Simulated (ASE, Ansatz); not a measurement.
## Localised basis functions on (29,0) 1T-SnS2 nanotube (347 atoms)

Aim: test how closely localised support functions follow the reference on (29,0) 1T-SnS2 nanotube (347 atoms), and at what cost. A setting counts as converged where the r.m.s. difference of forces stays under 1 % of the r.m.s. force.

Calculated with Ansatz 0.2.0; Kohn-Sham DFT, PBE+D3(BJ), PAW (set soft_2), plane waves.

## (1) The starting structure

The cell holds 347 atoms: 116 Sn and 231 S. Its edges and angles: a = 48.653 Å, b = 48.599 Å, c = 12.644 Å, α = 90.0°, β = 90.0°, γ = 90.0°. It derives from SnS2 (1T-SnS2). 1T-SnS2 sheet (a = 3.65 Å) rolled into a (29,0) tube of diameter 33.69 Å, 2 periods, 12 Å of vacuum, one S removed; every coordinate displaced by a Gaussian of 0.09 Å. Vacuum lies along a and b. The structure repeats along c.

What the set-up can't give: Beside vacuum, support functions can miss their usual error bounds without a warning. Sampling is at Γ alone, for a cell whose periodic width is 13 Å.

## (2) Plane-wave single point

This run is the reference for what follows, at a cutoff of 420 eV.

Input file input.yaml:

```yaml
crystal:
  lattice:
    - [48.6531, 0.0, 0.0]
    - [0.0, 48.59935, 0.0]
    - [0.0, 0.0, 12.64397]
  atoms:
    - { symbol: Sn, position: [0.84812, 0.49995, 0.99949] }
    - { symbol: S, position: [0.87631, 0.50025, 0.16526] }
    - { symbol: S, position: [0.8123, 0.53285, 0.0834] }
    - { symbol: Sn, position: [0.83425, 0.57572, 0.99627] }
    - { symbol: S, position: [0.86845, 0.57847, 0.18062] }
    - { symbol: S, position: [0.79899, 0.6055, 0.071] }
    - { symbol: Sn, position: [0.84444, 0.53841, 0.24376] }
    - { symbol: S, position: [0.87478, 0.54133, 0.40101] }
    - { symbol: S, position: [0.80969, 0.56767, 0.34241] }
    - { symbol: Sn, position: [0.81319, 0.6465, 0.00362] }
    - { symbol: S, position: [0.84292, 0.6566, 0.16547] }
    - { symbol: S, position: [0.77032, 0.66412, 0.08758] }
    - { symbol: Sn, position: [0.82454, 0.61176, 0.24127] }
    - { symbol: S, position: [0.85698, 0.61967, 0.42195] }
    - { symbol: S, position: [0.78969, 0.63251, 0.34582] }
    - { symbol: Sn, position: [0.77622, 0.71042, 0.99497] }
    - { symbol: S, position: [0.80073, 0.73142, 0.16903] }
    - { symbol: S, position: [0.72752, 0.71689, 0.07678] }
    - { symbol: Sn, position: [0.79589, 0.68008, 0.25774] }
    - { symbol: S, position: [0.82718, 0.69313, 0.43418] }
    - { symbol: S, position: [0.74943, 0.68868, 0.33405] }
    - { symbol: Sn, position: [0.72402, 0.76706, 0.99879] }
    - { symbol: S, position: [0.74655, 0.78725, 0.16849] }
    - { symbol: S, position: [0.67823, 0.76076, 0.08769] }
    - { symbol: Sn, position: [0.74965, 0.73794, 0.25888] }
    - { symbol: S, position: [0.77449, 0.75683, 0.42384] }
    - { symbol: S, position: [0.70625, 0.74259, 0.34301] }
    - { symbol: Sn, position: [0.66341, 0.80939, 0.0084] }
    - { symbol: S, position: [0.67635, 0.83458, 0.16627] }
    - { symbol: S, position: [0.61543, 0.7951, 0.09434] }
    - { symbol: Sn, position: [0.69367, 0.78718, 0.25824] }
    - { symbol: S, position: [0.7102, 0.81491, 0.42119] }
    [... 309 atom lines left out ...]
    - { symbol: Sn, position: [0.82697, 0.38823, 0.74559] }
    - { symbol: S, position: [0.85263, 0.37769, 0.9103] }
    - { symbol: S, position: [0.80856, 0.43435, 0.8467] }
    - { symbol: Sn, position: [0.84595, 0.46279, 0.74967] }
    - { symbol: S, position: [0.87448, 0.45617, 0.90351] }
    - { symbol: S, position: [0.81641, 0.50004, 0.83573] }
kpoints:
  mp_grid: { grid: [1, 1, 1] }
hamiltonian:
  xc: pbe
  dispersion: d3bj
scf:
  occupations: { method: fermi_dirac, width: 0.05 }
output:
  forces: true
  populations: true
  dos:
    method: { smearing: { sigma: 0.15 } }
    de: 0.1
    projected: { site_lists: { S: [S], Sn: [Sn] } }
  eigenvalues: true
```

Launch:

```console
$ ansatz run input.yaml --threads 32 --pin off --max-ram 143360MiB --backend cuda --events-out ev --progress --plain --runs-dir out
```

Numbers of over 12 decimals in the logs are rounded to 6 here.

Log:

```text
Engine: ansatz 0.2.0, aarch64-unknown-linux-gnu
Pseudopotentials: kind: paw
Pseudopotential: Sn, paw, valence charge 14, recommended cutoff 420 eV (normal), Sn.paw.azcp
Pseudopotential: S, paw, valence charge 6, recommended cutoff 420 eV (normal), S.paw.azcp
Functional definition: PBE
  parameter kappa = 0.804
  parameter beta = 0.066725
  exchange = pbe_x(kappa = kappa, mu = beta*pi^2/3)
  correlation = pbe_c(beta = beta)
device memory: the entry about to start is reckoned to put 114.5 GiB on a device that reports 182.5 GiB free
GPU FFT provider: cuFFT
GPU libraries: cuBLAS 13.8.1, cuFFT 12.4.0, cuSOLVER 12.3.2
GPU matrix products: emulated (plane waves: as basis.precision tells), large ones in fixed point in workspaces of 1.00 GiB
Crystal: 347 atoms, lattice volume = 29896.781 Å³
Basis set: ecut = 420 eV, 584231 PW (Γ), exchange–correlation on 720×720×180 points (8 copies of the dense FFT grid, shifted against one another)
Bands: 1852, of which v1, the nominal top of the filled ones, is band 1505 counted from 1 (1504 counted from 0)
Symmetry: 1 space group operations
Space group: P1 (ITA 1), of the structure as read, at distance tolerance 3.1e-4 Å
k-points: 1
Non-local potential: Sn, projectors of the file, l = 0: 2, l = 1: 2, l = 2: 2, l = 3: 2
Non-local potential: S, projectors of the file, l = 0: 2, l = 1: 2, l = 2: 2
PAW form: soft (Blöchl's): semilocal exchange-correlation on the pseudo side does not see the compensation charge
PAW one-centre angular grid: Sn, 590 points (default); XC on 64 Gauss nodes
PAW one-centre angular grid: S, 110 points (default); XC on 64 Gauss nodes
Initial density: superposition of atomic densities (neutral atoms: chi_scale 0, normalization atom), corrected by the library's trained network
Initial wavefunctions: pseudopotential atomic-orbital guess
GPU buffer pool allocated for 11664000 grid points (all kernels)
GPU transforms: local potential and band sums: pruned to the plane-wave sphere, on 360×360×90
GPU projectors: on the FFT box's points about the atoms, with room for 2580067 of them (16 bands a pass); a geometry past the room, sums that fail their trial, or a want of GPU memory keeps the tables, and a block in half precision can take them where they are the faster
Functional: x = pbe(κ = 0.804, μ = 0.219515), c = pbe(β = 0.066725)
SCF iter   1: F=—  HF=-907348.545848 eV  |F-HF|=—  |Δ(HF+E_count)|=         —  Δρ=1.28e-3  dr2=2.25e0  ethr=1.77e-3  ⟨swp⟩=8.0  Hψ=8581  notcnv=0  defer=157
preconditioner: auto → LDOS  [insulator: Δε(μ)=0.279 eV  Ē_g=9.252 eV  σ=0.050 eV  W_gap=0.88  n_scr=3270 (ndim 8)  ℏωp=9.2 eV  f_vac=0.706  D(μ)=5.34/eV (n_scr^D=4)  ε∞_Penn≈2.0  β→1.0]
SCF iter   2: F=—  HF=-907349.100403 eV  |F-HF|=—  |Δ(HF+E_count)|=   5.55e-1  Δρ=1.80e-3  dr2=5.83e0  ethr=7.46e-5  ⟨swp⟩=3.0  Hψ=3802  notcnv=0  defer=256
SCF iter   3: F=—  HF=-907348.604944 eV  |F-HF|=—  |Δ(HF+E_count)|=   4.95e-1  Δρ=9.92e-4  dr2=2.58e0  ethr=7.46e-5  ⟨swp⟩=8.0  Hψ=2510  notcnv=0  defer=257
SCF iter   4: F=—  HF=-907348.310638 eV  |F-HF|=—  |Δ(HF+E_count)|=   2.94e-1  Δρ=4.08e-4  dr2=2.61e-1  ethr=7.46e-5  ⟨swp⟩=3.0  Hψ=2287  notcnv=0  defer=242
SCF iter   5: F=—  HF=-907348.280922 eV  |F-HF|=—  |Δ(HF+E_count)|=   2.97e-2  Δρ=1.75e-4  dr2=8.11e-2  ethr=8.66e-6  ⟨swp⟩=2.0  Hψ=2292  notcnv=0  defer=242
SCF iter   6: F=—  HF=-907348.275084 eV  |F-HF|=—  |Δ(HF+E_count)|=   5.84e-3  Δρ=9.32e-5  dr2=3.18e-2  ethr=2.69e-6  ⟨swp⟩=2.0  Hψ=2429  notcnv=0  defer=242
SCF iter   7: F=—  HF=-907348.260637 eV  |F-HF|=—  |Δ(HF+E_count)|=   1.44e-2  Δρ=6.59e-5  dr2=1.47e-2  ethr=1.06e-6  ⟨swp⟩=2.0  Hψ=2435  notcnv=0  defer=242
SCF iter   8: F=—  HF=-907348.259259 eV  |F-HF|=—  |Δ(HF+E_count)|=   1.38e-3  Δρ=3.55e-5  dr2=5.00e-3  ethr=4.87e-7  ⟨swp⟩=2.0  Hψ=2435  notcnv=0  defer=243
SCF iter   9: F=—  HF=-907348.258637 eV  |F-HF|=—  |Δ(HF+E_count)|=   6.22e-4  Δρ=2.17e-5  dr2=2.10e-3  ethr=1.66e-7  ⟨swp⟩=2.0  Hψ=1944  notcnv=0  defer=243
SCF iter  10: F=—  HF=-907348.258287 eV  |F-HF|=—  |Δ(HF+E_count)|=   3.50e-4  Δρ=1.40e-5  dr2=6.65e-4  ethr=6.98e-8  ⟨swp⟩=2.0  Hψ=2437  notcnv=0  defer=243
SCF iter  11: F=—  HF=-907348.258283 eV  |F-HF|=—  |Δ(HF+E_count)|=   4.02e-6  Δρ=1.14e-5  dr2=2.62e-4  ethr=2.21e-8  ⟨swp⟩=2.0  Hψ=1924  notcnv=0  defer=243
SCF iter  12: F=—  HF=-907348.272101 eV  |F-HF|=—  |Δ(HF+E_count)|=   1.38e-2  Δρ=7.27e-6  dr2=8.40e-5  ethr=8.69e-9  ⟨swp⟩=2.0  Hψ=2477  notcnv=0  defer=251
SCF iter  13: F=—  HF=-907348.272452 eV  |F-HF|=—  |Δ(HF+E_count)|=   3.52e-4  Δρ=3.78e-6  dr2=2.95e-5  ethr=2.79e-9  ⟨swp⟩=2.0  Hψ=2332  notcnv=0  defer=251
SCF iter  14: F=—  HF=-907348.272448 eV  |F-HF|=—  |Δ(HF+E_count)|=   4.63e-6  Δρ=2.29e-6  dr2=1.28e-5  ethr=9.81e-10  ⟨swp⟩=2.0  Hψ=2177  notcnv=0  defer=251
SCF iter  15: F=—  HF=-907348.272448 eV  |F-HF|=—  |Δ(HF+E_count)|=   4.48e-7  Δρ=1.45e-6  dr2=7.43e-6  ethr=4.24e-10  ⟨swp⟩=2.0  Hψ=2177  notcnv=0  defer=251
SCF iter  16: F=—  HF=-907348.272449 eV  |F-HF|=—  |Δ(HF+E_count)|=   7.22e-7  Δρ=9.51e-7  dr2=3.28e-6  ethr=2.47e-10  ⟨swp⟩=2.0  Hψ=1943  notcnv=0  defer=251
SCF iter  17: F=—  HF=-907348.272449 eV  |F-HF|=—  |Δ(HF+E_count)|=   1.55e-7  Δρ=8.02e-7  dr2=1.78e-6  ethr=1.09e-10  ⟨swp⟩=2.0  Hψ=1937  notcnv=0  defer=251
SCF iter  18: F=—  HF=-907348.272449 eV  |F-HF|=—  |Δ(HF+E_count)|=   2.18e-7  Δρ=4.98e-7  dr2=5.86e-7  ethr=5.91e-11  ⟨swp⟩=2.0  Hψ=2436  notcnv=0  defer=251
SCF iter  19: F=—  HF=-907348.272449 eV  |F-HF|=—  |Δ(HF+E_count)|=   4.52e-8  Δρ=2.61e-7  dr2=1.41e-7  ethr=1.95e-11  ⟨swp⟩=2.0  Hψ=2175  notcnv=0  defer=251
SCF iter  20: F=-907348.272449 eV  HF=-907348.272449 eV  |F-HF|=9.08e-9  |Δ(HF+E_count)|=   7.59e-8  Δρ=1.64e-7  dr2=6.54e-8  ethr=3.32e-12  ⟨swp⟩=33.0  Hψ=10771  notcnv=0
SCF 1 converged in 20 iterations: F = -907348.272449 eV  dr2 = 6.54e-8
  greatest PAW one-centre occupation: 0.993 electrons in one spin orbital (limit 2), on the Sn atom at site 107 (counted from 0), in its partial waves of l = 2
SCF converged after 20 iterations
Free energy (F): -907348.272449 eV
Harris-Foulkes:  -907348.272449 eV  (|F-HF|=9.08e-9)
Internal energy: -907348.151059 eV  (E = F + TS)
E sigma→0 (E₀):  -907348.211754 eV
Entropy (-TS):   -0.121390 eV (-0.350 meV/atom)
Fermi energy:    -2.158161 eV
--- Per-component energies (eV) ---
  E_band       = -42763.343841
  E_kinetic    = 46466.856585
  E_local      = -2016170.579724  (includes V_loc(G=0)·N_el)
  E_nonlocal   = 3113.431474
  E_hartree    = 999208.184508
  E_xc         = -66597.876828
  E_vxc        = -31119.854533  (∫ρ·V_xc dr)
  E_paw        = -619206.946293  (= ΣΔE_a)
  E_vpaw       = -43469.597092  (= ΣTr[D̂ρ^β])
  E_aug_tail   = 0.000327  (compensation charges beyond the density's cutoff)
  E_ewald      = 745920.366897
  E_disp       = -81.588004  (pairwise vdW)
  E_smearing   = -0.121390  (= −TS)
  E_closure    = -0.000000  (closes the sum)
  Σ components = -907348.272449   (vs F -907348.272449, Δ=0.00e0)
--- Forces (eV/Å), atoms counted from 1 ---
[... 347 lines of forces left out ...]
  max |Σ_I F_I| component: 1.06e-4 eV/Å
--- Band table (eV) ---
[... left out ...]
--- Löwdin populations: 347 sites ---
  site symbol       q [e]
[... 347 lines, one an atom, left out ...]
  spilling = 0.006134 (of n_electrons = 3010.000000)
```

Elapsed: 35 s, on 1 × NVIDIA GB200 with 32 threads of Arm Neoverse V2, shared host; peak memory 11 GiB.

In the SCF lines HF is the Harris–Foulkes energy and dr2 the Hartree energy of the density residual, in eV; the loop may stop once dr2 is under the threshold and the program's other checks hold. Hψ counts applications of the Hamiltonian.

That memory is the host's; the program planned up to 114 GiB on the GPU. Forces of this run were stored rounded, and per-atom blocks of the log weren't kept.

Read from the output:

* free energy: -907348.2724 eV
* free energy per atom: -2614.8365 eV/atom
* SCF cycles: 20
* r.m.s. force component: 1.017 eV/Å
* longest force: 5.867 eV/Å
* Fermi energy: -2.158 eV
* levels partly filled by over 2 per cent: 5
* spilling of the projection: 0.006134

Neighbours are counted within 3.25 Å (S-Sn).

Length of the force by element and coordination:

```
element  coordination  atoms  mean length of the force (eV/Å)  spread  least  most
      S           all    231                             1.31   0.810  0.103  5.30
     Sn           all    116                             1.90   0.967  0.354  5.87
     Sn             5      3                             2.09   0.254   1.74  2.34
     Sn             6    113                             1.89   0.979  0.354  5.87
```

Löwdin charges by element and coordination (they lack the spilled electrons, 0.053 e an atom on average):

```
element  coordination  atoms  mean charge (e)  spread   least    most
      S           all    231           -0.326  0.0323  -0.422  -0.247
     Sn           all    116            0.808  0.0276   0.681   0.872
     Sn             5      3            0.708   0.021   0.681   0.732
     Sn             6    113            0.810  0.0223   0.749   0.872
```

States in the cell by windows of 1 eV, zero at the Fermi level; some projections on atomic orbitals stand beside the total:

```
from (eV)  to (eV)  total    S p  Sn p  Sn s   S s
      -10       -9    0.0    0.0   0.0   0.0   0.0
       -9       -8   43.3   16.9   0.4  22.3   3.1
       -8       -7   91.8   34.6   1.1  43.3  11.9
       -7       -6   91.0   35.1   1.7  31.2  22.2
       -6       -5   99.7   60.0  28.0   3.0   7.0
       -5       -4  180.7  121.0  46.6   1.8   8.3
       -4       -3  238.6  176.0  48.1   2.4   8.6
       -3       -2  220.9  191.3  20.8   1.3   3.9
       -2       -1  361.9  343.8   8.7   1.3   2.1
       -1        0   60.6   56.2   2.1   1.0   0.3
        0        1   67.8   37.3   3.1  22.8   0.9
        1        2  147.0   80.5   8.5  49.8   2.3
        2        3   23.4    9.6   4.7   5.9   1.6
        3        4  113.8   23.1  63.1   1.4  11.3
```

Between -23 and -10 eV lie 1622 more states.

Not all projections were asked for or kept, so they needn't add up to the total.

The levels nearest the highest filled one (over half full), pooled over k-points and spins:

| level less the highest filled one (eV) | occupation |
| --- | --- |
| -0.539 | 2 |
| -0.514 | 2 |
| -0.474 | 2 |
| -0.413 | 2 |
| -0.0945 | 1.95 |
| 0 | 1.70 |
| 0.189 | 0.231 |
| 0.275 | 0.046 |
| 0.280 | 0.042 |
| 0.329 | 0.016 |
| 0.374 | 0.006 |
| 0.410 | 0.003 |

Mean Löwdin charges: S -0.33, Sn +0.81 e (they miss 0.61 % of the electrons, so they add up to more than the cell's charge). Within 0.4 eV of the Fermi level the largest share is S p (62 % of the projected weight).

## (3) Structure statistics

These statistics describe the geometry on which the runs were made.

Normalised to the volume that the atoms fill. Pair distribution functions g(r), in bins of 0.1 Å:

```csv
r (Å),total,S-S,S-Sn,Sn-Sn
2.05,0.00,0.00,0.00,0.00
2.15,0.05,0.00,0.12,0.00
2.25,0.34,0.00,0.77,0.00
2.35,1.95,0.00,4.37,0.00
2.45,5.43,0.00,12.20,0.00
2.55,8.16,0.00,18.30,0.00
2.65,6.54,0.00,14.70,0.00
2.75,3.04,0.00,6.84,0.00
2.85,0.72,0.00,1.61,0.00
2.95,0.17,0.07,0.33,0.00
3.05,0.16,0.36,0.00,0.00
3.15,0.20,0.46,0.00,0.00
3.25,0.85,1.93,0.00,0.00
3.35,1.64,3.34,0.00,1.40
3.45,2.89,5.14,0.00,5.45
3.55,4.97,8.15,0.00,12.10
3.65,6.65,9.84,0.00,20.50
3.75,5.07,7.84,0.00,14.30
3.85,2.09,3.60,0.00,4.43
3.95,1.05,2.22,0.04,0.44
4.05,0.61,1.11,0.21,0.27
4.15,0.55,0.30,0.95,0.00
4.25,1.25,0.25,2.56,0.00
4.35,1.71,0.00,3.85,0.00
4.45,1.96,0.00,4.40,0.00
4.55,1.62,0.00,3.63,0.00
4.65,1.21,0.00,2.72,0.00
4.75,0.49,0.05,1.06,0.00
4.85,0.25,0.26,0.29,0.00
4.95,0.36,0.79,0.02,0.00
5.05,0.71,1.60,0.00,0.00
5.15,1.04,2.33,0.02,0.00
5.25,0.91,1.81,0.23,0.00
5.35,0.46,0.48,0.55,0.00
5.45,0.72,0.10,1.52,0.00
5.55,1.22,0.04,2.69,0.00
5.65,1.86,0.20,3.98,0.00
5.75,2.65,0.65,5.30,0.00
5.85,2.45,1.11,4.39,0.00
5.95,1.76,1.19,2.73,0.19
6.05,1.41,1.35,1.67,0.61
6.15,1.47,2.02,0.43,3.38
6.25,2.22,3.65,0.13,4.89
6.35,2.40,3.93,0.01,5.81
```

Bonds by pair of elements; cutoffs follow the first minimum of g(r), held within bounds set by covalent radii, and pairs that aren't listed don't count as bonded:

```csv
pair A-B,cutoff (Å),bonds,mean length (Å),spread (Å),shortest (Å),B about A,A about B
S-Sn,3.25,693,2.58,0.125,2.18,3,5.97
```

How many atoms have how many bonded neighbours:

| element | mean | 3 | 5 | 6 |
| --- | --- | --- | --- | --- |
| S | 3 | 231 | 0 | 0 |
| Sn | 5.97 | 0 | 3 | 113 |

Bond angles (no mean is given where the spread exceeds 20°):

```csv
angle,count,mean (°),spread (°)
S-Sn-S,1725,-,-
Sn-S-Sn,693,90.2,4.1
```

Bond length by coordination (bonds to H left out):

| element | coordination | atoms | mean bond length (Å) |
| --- | --- | --- | --- |
| Sn | 5 | 3 | 2.57 |
| Sn | 6 | 113 | 2.58 |

For some of the pairs, g(r) has its first main peak near 3.63 Å (S-S), 2.57 Å (S-Sn) and 3.66 Å (Sn-Sn). By these cutoffs all S atoms have 3 and 97 % of Sn atoms have 6 bonded neighbours.

(Part 1 of 2 ends here.)

[Logs are printed without paths, hosts, clocks, repeated set-up lines and the standing remarks that a program may print on its own settings, such as how far it seeks lower states.]

[Hosts, paths, dates, database ids (printed as entryN), source tags and the programs' standing remarks are cut or masked in the printed files.]
